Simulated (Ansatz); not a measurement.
# Amorphous Si2O: valence band and core levels, part 2 of 7

How wide do site differences make the core lines of amorphous Si2O?

Ansatz 0.2.0; DFT, PBEsol, plane-wave PAW, scalar-relativistic; PAW set soft_1.

So far: Set-up; Relaxation.

**3. Dynamics at 3200 K**

A short run with the thermostat set to 3200 K, starting from rest and too brief to equilibrate, lets the random network rearrange; the cutoff and mesh are cut down, since only a plausible structure is wanted. It starts from the last accepted geometry of the run before, which hadn't met its force target.

Contents of input.yaml:

```yaml
crystal:
  lattice:
    - [8.1669974226, 0.0, 0.0]
    - [0.0, 8.1669974226, 0.0]
    - [0.0, 0.0, 8.1669974226]
  atoms:
    - { symbol: Si, position: [0.93996454, 0.50997335, 0.85226205] }
    - { symbol: Si, position: [0.17681541, 0.62583588, 0.46800578] }
    - { symbol: Si, position: [0.85914022, 0.1559425, 0.80164345] }
    - { symbol: Si, position: [0.50742124, 0.85865682, 0.33098149] }
    - { symbol: Si, position: [0.34288673, 0.74708301, 0.92789254] }
    - { symbol: Si, position: [0.1175574, 0.7074169, 0.74022957] }
    - { symbol: Si, position: [0.48473959, 0.44057244, 0.44025715] }
    - { symbol: Si, position: [0.92385164, 0.44552065, 0.26550982] }
    - { symbol: Si, position: [0.02429057, 0.26663251, 1.00932406] }
    - { symbol: Si, position: [0.01018171, 0.96158632, 0.63422452] }
    - { symbol: Si, position: [0.77339439, 0.60421532, 0.07839013] }
    - { symbol: Si, position: [0.74870368, -0.12067556, 0.18771783] }
    - { symbol: Si, position: [0.13729428, 0.97022817, 1.00548715] }
    - { symbol: Si, position: [0.73367245, 0.46727014, 0.62301954] }
    - { symbol: Si, position: [0.65445337, 0.91047561, 0.56767032] }
    - { symbol: Si, position: [0.22217235, 0.89836774, 0.36280163] }
    - { symbol: Si, position: [0.49097493, 0.55355154, 0.13241856] }
    - { symbol: Si, position: [0.53000519, 0.16602442, 0.60952046] }
    - { symbol: Si, position: [0.59205039, 0.72162359, 0.76946749] }
    - { symbol: Si, position: [0.75906146, 0.91567704, 0.91313828] }
    - { symbol: O, position: [0.49726868, 0.6441262, 0.327436] }
    - { symbol: O, position: [0.69460436, 0.27041284, 0.71362836] }
    - { symbol: O, position: [0.45768301, 0.37819762, 0.24286588] }
    - { symbol: O, position: [0.3222865, 0.49875502, 0.54187124] }
    - { symbol: O, position: [0.10442124, 0.52959304, 0.30433118] }
    - { symbol: O, position: [0.10888384, -0.05723107, 0.20325854] }
    - { symbol: O, position: [0.85510606, -0.12114146, 0.5200833] }
    - { symbol: O, position: [0.1510756, 0.02604078, 0.50180474] }
    - { symbol: O, position: [-0.02799205, 0.86602586, 0.92991679] }
    - { symbol: O, position: [0.85110153, 0.42415172, 0.45667481] }
kpoints:
  mp_grid: { grid: [1, 1, 1] }
scf:
  occupations: { method: fermi_dirac, width: 0.1 }
  n_extra_bands: 21
hamiltonian:
  xc: pbesol
  pseudopotentials: { kind: paw, azcp: { folder: soft_1 }, xc_functional: pbe }
output:
  forces: true
basis:
  ecutwfc: 320
md:
  timestep: 1.5
  n_steps: 495
  ensemble: nvt_langevin
  temperature: 3200
  seed: 0
```

Launch:

```sh
$ ansatz run input.yaml --threads 8 --pin off --max-ram 23552MiB --backend cpu --events-out ev --progress --plain --runs-dir out
```

Numbers of over 12 decimals in the logs are rounded to 6 here.

What it wrote:

```text
Warning: md: disabling space-group detection — thermal motion breaks the input geometry's symmetry, so no spatial operation reduces the k-mesh or symmetrises the density; time reversal is kept, so that k and −k are solved as one point where they differ and the mesh holds both, and exact exchange and, on two spinor components, a DFT+U term hold to it where the run has them: on two components no moment then forms, and  [...]
[...]
Crystal: 30 atoms, lattice volume = 544.737 Å³
Basis set: ecut = 320 eV, 7075 PW (Γ), exchange–correlation on 96×96×96 points (8 copies of the dense FFT grid, shifted against one another)
Bands: 91, of which v1, the nominal top of the filled ones, is band 70 counted from 1 (69 counted from 0)
Symmetry: 1 space group operations
k-points: 1
[...]
SCF iter   1: F=—  HF=-18049.446315 eV  |F-HF|=—  |Δ(HF+E_count)|=         —  Δρ=5.77e-2  dr2=5.34e1  ethr=3.10e-3  ⟨swp⟩=12.0  Hψ=568  notcnv=0
[...]
SCF iter  13: F=-18036.782565 eV  HF=-18036.782565 eV  |F-HF|=1.80e-9  |Δ(HF+E_count)|=   1.08e-8  Δρ=9.52e-7  dr2=6.29e-9  ethr=2.14e-11  ⟨swp⟩=4.0  Hψ=290  notcnv=0
SCF 1 converged in 13 iterations: F = -18036.782565 eV  dr2 = 6.29e-9
[...]
md step     0: t =     0.00 fs  T =     0.0 K  F+E_penalty+E_count = -18036.78256466 eV  E_kin = 0.000000 eV  (13 SCF iters)
[...]
SCF iter   8: F=-18036.780971 eV  HF=-18036.780971 eV  |F-HF|=4.55e-9  |Δ(HF+E_count)|=   1.40e-8  Δρ=8.32e-7  dr2=5.63e-9  ethr=2.14e-11  ⟨swp⟩=4.0  Hψ=290  notcnv=0
SCF 2 converged in 8 iterations: F = -18036.780971 eV  dr2 = 5.63e-9
md step     1: t =     1.50 fs  T =   100.8 K  F+E_penalty+E_count = -18036.78097135 eV  E_kin = 0.390959 eV  (8 SCF iters)
[...]
SCF iter   8: F=-18036.770441 eV  HF=-18036.770441 eV  |F-HF|=2.44e-8  |Δ(HF+E_count)|=   6.24e-8  Δρ=1.74e-6  dr2=2.56e-8  ethr=2.14e-11  ⟨swp⟩=3.0  Hψ=396  notcnv=0
SCF 3 converged in 8 iterations: F = -18036.770441 eV  dr2 = 2.56e-8
md step     2: t =     3.00 fs  T =   215.7 K  F+E_penalty+E_count = -18036.77044134 eV  E_kin = 0.836514 eV  (8 SCF iters)
[... from here on, the SCF cycles and remarks between the steps are left out ...]
md step     3: t =     4.50 fs  T =   300.8 K  F+E_penalty+E_count = -18036.74063272 eV  E_kin = 1.166355 eV  (9 SCF iters)
md step     4: t =     6.00 fs  T =   353.8 K  F+E_penalty+E_count = -18036.68476990 eV  E_kin = 1.371807 eV  (9 SCF iters)
md step     5: t =     7.50 fs  T =   390.4 K  F+E_penalty+E_count = -18036.60008043 eV  E_kin = 1.514001 eV  (7 SCF iters)
md step     6: t =     9.00 fs  T =   481.6 K  F+E_penalty+E_count = -18036.48317066 eV  E_kin = 1.867574 eV  (7 SCF iters)
md step     7: t =    10.50 fs  T =   576.1 K  F+E_penalty+E_count = -18036.36191415 eV  E_kin = 2.233870 eV  (7 SCF iters)
md step     8: t =    12.00 fs  T =   609.9 K  F+E_penalty+E_count = -18036.27088413 eV  E_kin = 2.365079 eV  (7 SCF iters)
md step     9: t =    13.50 fs  T =   647.7 K  F+E_penalty+E_count = -18036.18497990 eV  E_kin = 2.511523 eV  (7 SCF iters)
md step    10: t =    15.00 fs  T =   801.2 K  F+E_penalty+E_count = -18036.08016130 eV  E_kin = 3.107008 eV  (9 SCF iters)
md step    11: t =    16.50 fs  T =   830.1 K  F+E_penalty+E_count = -18035.94698851 eV  E_kin = 3.219028 eV  (7 SCF iters)
md step    12: t =    18.00 fs  T =   821.2 K  F+E_penalty+E_count = -18035.77554112 eV  E_kin = 3.184539 eV  (7 SCF iters)
md step    13: t =    19.50 fs  T =   804.5 K  F+E_penalty+E_count = -18035.57069007 eV  E_kin = 3.119730 eV  (7 SCF iters)
md step    14: t =    21.00 fs  T =   791.5 K  F+E_penalty+E_count = -18035.36349063 eV  E_kin = 3.069135 eV  (7 SCF iters)
md step    15: t =    22.50 fs  T =   913.4 K  F+E_penalty+E_count = -18035.15526774 eV  E_kin = 3.541938 eV  (7 SCF iters)
md step    16: t =    24.00 fs  T =   915.5 K  F+E_penalty+E_count = -18034.92798445 eV  E_kin = 3.550056 eV  (8 SCF iters)
md step    17: t =    25.50 fs  T =  1026.6 K  F+E_penalty+E_count = -18034.68055663 eV  E_kin = 3.980859 eV  (7 SCF iters)
md step    18: t =    27.00 fs  T =  1044.7 K  F+E_penalty+E_count = -18034.43021550 eV  E_kin = 4.051217 eV  (8 SCF iters)
md step    19: t =    28.50 fs  T =   933.6 K  F+E_penalty+E_count = -18034.17602048 eV  E_kin = 3.620329 eV  (7 SCF iters)
md step    20: t =    30.00 fs  T =   865.2 K  F+E_penalty+E_count = -18033.96320039 eV  E_kin = 3.355016 eV  (8 SCF iters)
md step    21: t =    31.50 fs  T =   793.9 K  F+E_penalty+E_count = -18033.85842766 eV  E_kin = 3.078592 eV  (6 SCF iters)
md step    22: t =    33.00 fs  T =   782.8 K  F+E_penalty+E_count = -18033.84864984 eV  E_kin = 3.035539 eV  (6 SCF iters)
md step    23: t =    34.50 fs  T =   786.6 K  F+E_penalty+E_count = -18033.85839569 eV  E_kin = 3.050095 eV  (6 SCF iters)
md step    24: t =    36.00 fs  T =   774.9 K  F+E_penalty+E_count = -18033.87099686 eV  E_kin = 3.005016 eV  (7 SCF iters)
md step    25: t =    37.50 fs  T =   803.2 K  F+E_penalty+E_count = -18033.88990248 eV  E_kin = 3.114830 eV  (7 SCF iters)
md step    26: t =    39.00 fs  T =   809.8 K  F+E_penalty+E_count = -18033.91100089 eV  E_kin = 3.140416 eV  (7 SCF iters)
md step    27: t =    40.50 fs  T =   941.2 K  F+E_penalty+E_count = -18033.90707691 eV  E_kin = 3.649954 eV  (7 SCF iters)
md step    28: t =    42.00 fs  T =  1033.3 K  F+E_penalty+E_count = -18033.81841933 eV  E_kin = 4.006838 eV  (7 SCF iters)
md step    29: t =    43.50 fs  T =  1104.3 K  F+E_penalty+E_count = -18033.64973103 eV  E_kin = 4.282256 eV  (7 SCF iters)
md step    30: t =    45.00 fs  T =  1137.0 K  F+E_penalty+E_count = -18033.44546803 eV  E_kin = 4.408865 eV  (9 SCF iters)
md step    31: t =    46.50 fs  T =  1199.3 K  F+E_penalty+E_count = -18033.25004137 eV  E_kin = 4.650650 eV  (7 SCF iters)
md step    32: t =    48.00 fs  T =  1123.0 K  F+E_penalty+E_count = -18033.09013353 eV  E_kin = 4.354617 eV  (7 SCF iters)
md step    33: t =    49.50 fs  T =  1209.9 K  F+E_penalty+E_count = -18033.02771437 eV  E_kin = 4.691824 eV  (7 SCF iters)
md step    34: t =    51.00 fs  T =  1303.3 K  F+E_penalty+E_count = -18033.02655904 eV  E_kin = 5.054054 eV  (7 SCF iters)
md step    35: t =    52.50 fs  T =  1392.2 K  F+E_penalty+E_count = -18032.98572189 eV  E_kin = 5.398669 eV  (6 SCF iters)
md step    36: t =    54.00 fs  T =  1362.6 K  F+E_penalty+E_count = -18032.84779789 eV  E_kin = 5.283850 eV  (7 SCF iters)
md step    37: t =    55.50 fs  T =  1344.5 K  F+E_penalty+E_count = -18032.62235551 eV  E_kin = 5.213629 eV  (6 SCF iters)
md step    38: t =    57.00 fs  T =  1328.4 K  F+E_penalty+E_count = -18032.37256909 eV  E_kin = 5.151086 eV  (6 SCF iters)
md step    39: t =    58.50 fs  T =  1256.0 K  F+E_penalty+E_count = -18032.17354433 eV  E_kin = 4.870688 eV  (7 SCF iters)
[...]
md step    63: t =    94.50 fs  T =  1834.2 K  F+E_penalty+E_count = -18029.63278069 eV  E_kin = 7.112685 eV  (7 SCF iters)
md step    64: t =    96.00 fs  T =  1962.8 K  F+E_penalty+E_count = -18029.46760308 eV  E_kin = 7.611417 eV  (7 SCF iters)
md step    65: t =    97.50 fs  T =  1883.7 K  F+E_penalty+E_count = -18029.24244924 eV  E_kin = 7.304782 eV  (7 SCF iters)
md step    66: t =    99.00 fs  T =  1751.7 K  F+E_penalty+E_count = -18028.94348064 eV  E_kin = 6.792885 eV  (7 SCF iters)
md step    67: t =   100.50 fs  T =  1793.0 K  F+E_penalty+E_count = -18028.61432227 eV  E_kin = 6.952715 eV  (7 SCF iters)
md step    68: t =   102.00 fs  T =  1804.5 K  F+E_penalty+E_count = -18028.32946753 eV  E_kin = 6.997382 eV  (7 SCF iters)
md step    69: t =   103.50 fs  T =  1848.1 K  F+E_penalty+E_count = -18028.13878970 eV  E_kin = 7.166553 eV  (7 SCF iters)
md step    70: t =   105.00 fs  T =  1746.0 K  F+E_penalty+E_count = -18028.01346325 eV  E_kin = 6.770755 eV  (9 SCF iters)
md step    71: t =   106.50 fs  T =  1628.2 K  F+E_penalty+E_count = -18027.95034162 eV  E_kin = 6.313729 eV  (7 SCF iters)
md step    72: t =   108.00 fs  T =  1613.8 K  F+E_penalty+E_count = -18027.98879974 eV  E_kin = 6.258025 eV  (6 SCF iters)
md step    73: t =   109.50 fs  T =  1698.9 K  F+E_penalty+E_count = -18028.11844352 eV  E_kin = 6.587838 eV  (7 SCF iters)
SCF iter   1: F=—  HF=-18028.269158 eV  |F-HF|=—  |Δ(HF+E_count)|=         —  Δρ=6.29e-4  dr2=1.58e-3  ethr=7.51e-6  ⟨swp⟩=3.0  Hψ=273  notcnv=0  defer=4
[...]
SCF iter   7: F=-18028.268283 eV  HF=-18028.268283 eV  |F-HF|=4.02e-9  |Δ(HF+E_count)|=   8.94e-9  Δρ=1.02e-6  dr2=6.79e-9  ethr=2.14e-11  ⟨swp⟩=5.0  Hψ=296  notcnv=0
SCF 75 converged in 7 iterations: F = -18028.268283 eV  dr2 = 6.79e-9
[...]
md step    74: t =   111.00 fs  T =  1849.3 K  F+E_penalty+E_count = -18028.26828310 eV  E_kin = 7.171106 eV  (7 SCF iters)
SCF iter   1: F=—  HF=-18028.364033 eV  |F-HF|=—  |Δ(HF+E_count)|=         —  Δρ=5.96e-4  dr2=1.04e-3  ethr=1.13e-5  ⟨swp⟩=4.0  Hψ=295  notcnv=0  defer=2
[...]
```

Elapsed: 4.1 min, on 8 threads of Arm Neoverse V2, shared host; peak memory 0.41 GiB.

The trajectory, sampled:

```
time (fs)  T (K)  potential (meV/atom)
      0.0      0                   0.0
     49.5   1210                 125.2
     99.0   1752                 261.3
    148.5   2806                 271.6
    198.0   2323                 409.9
    247.5   2531                 449.6
    297.0   2632                 545.5
    346.5   3613                 554.7
    396.0   3277                 660.1
    445.5   3287                 657.5
    495.0   4459                 503.1
    544.5   3502                 557.3
    594.0   4032                 573.6
    643.5   3260                 576.6
    693.0   3965                 456.6
    742.5   3989                 457.2
```

Mean square displacement at the end: Si 7.0 Å², O 6.9 Å².

Positions (Å) and forces (eV/Å) at 742.5 fs:

```xyz
30
Lattice="8.167 0.000 0.000 0.000 8.167 0.000 0.000 0.000 8.167" Properties=species:S:1:pos:R:3:forces:R:3 pbc="T T T"
Si    8.816    6.309    6.510   -0.760    0.529   -0.053
Si    2.877    4.516    2.270   -0.818    0.966   -1.049
Si    9.247    3.162    5.471   -1.407    0.701   -0.111
Si    5.504   10.691    1.461    0.990   -0.299    0.301
Si    2.948    8.932    7.366    1.174   -0.471    0.292
Si   -0.089    4.983    1.916   -0.307   -0.569    2.714
Si    4.219    6.472    3.538   -2.890    1.162    0.561
Si    7.830    2.161    0.664   -2.804    3.220    1.935
Si    5.195    2.406    7.448   -1.722    0.023   -1.260
Si    1.423    9.094    5.686    2.931   -1.553   -4.790
Si    7.230    4.366   -0.501    0.425    0.880    0.203
Si    7.582   -1.166    0.722   -0.234   -0.348    0.203
Si    2.350    9.813    9.311   -0.822    0.162    1.698
Si    5.933    4.087    3.129    4.820   -6.864   -2.008
Si    2.411    5.108    5.616    0.817    0.724   -1.668
Si    2.428    7.966    2.576   -0.505    0.394    2.216
Si    2.718    3.164   -1.009    0.150    1.406    0.577
Si    6.747    2.826    5.831   -0.013   -0.608   -0.607
Si    2.836    6.048    7.717   -0.282   -0.192    1.285
Si    8.113    9.198    7.105   -4.022   -1.814   -0.694
O     2.052    4.498    0.135    1.464    0.695    0.464
O     5.879    2.637    4.365    0.969    2.605   -0.534
O     8.918    2.046    1.815    3.040   -0.266    0.420
O     3.326    3.024    1.461   -0.727   -0.751    2.181
O     1.434    4.799    3.115   -1.334   -0.364   -3.271
O    -1.413   -0.206   -0.345    2.076    0.031   -0.121
O     7.316   -1.075    2.340    0.911   -0.981   -2.060
O     1.730    0.604    3.997    0.924   -1.145    0.376
O     1.127    6.988    8.306   -1.510   -0.252   -0.401
O     5.134    5.185    3.729   -0.536    2.980    3.200
```

From the last frames. Pair distribution g(r) against r; read off at these points:

```csv
r (Å),Si–Si,Si–O,O–O
0.04,0,0,0
0.25,0,0,0
0.39,0,0,0
0.61,0,0,0
0.82,0,0,0
1.04,0,0,0
1.18,0,0,0
1.39,0,0,0
1.61,0,2.05,0
1.82,0,2.97,0
1.97,0,1.18,0
2.18,1.12,0.239,0.958
2.32,2.18,0.562,0.562
2.39,1.72,0.198,0
2.54,2.53,0.177,0.471
2.75,1.10,0.952,2.80
2.97,1.47,2.24,1.21
3.18,0.487,1.01,1.35
3.32,1.17,0.927,0.412
3.54,1.000,1.21,0.606
3.75,0.970,0.970,0.862
3.89,0.775,0.325,0.500
4.11,1.23,0.651,0.449
4.32,1.14,0.710,1.05
4.54,0.718,0.884,1.18
4.68,1.23,1.45,1.11
4.90,0.886,0.522,0.633
5.11,1.38,1.35,0.232
5.32,0.803,1.04,0.803
5.47,0.977,1.09,1.01
5.68,1.43,0.752,1.50
```

Beyond half the shortest lattice vector, 4.1 Å, g(r) counts periodic images.

A gap read on the k-mesh alone can miss the band edges.

This step gave:

```yaml
free_energy: -18023.0667 eV
energy_at_zero_smearing: -18022.9043 eV
smearing_term_ts: 0.3249 eV
fermi_energy: 5.050 eV
symmetry_operations: 1
gap_on_the_k_mesh: 0.1527 eV
```

(Continued in part 3 of 7.)

[Logs are printed without paths, hosts, clocks, repeated set-up lines and the standing remarks that a program may print on its own settings, such as how far it seeks lower states.]

[Hosts, paths, dates, database ids (printed as entryN), source tags and the programs' standing remarks are cut or masked in the printed files.]

[Maps of the electrostatic potential energy from Ansatz leave out the sawtooth potential of an applied field or a dipole correction, so their vacuum need not be flat; work functions include it.]
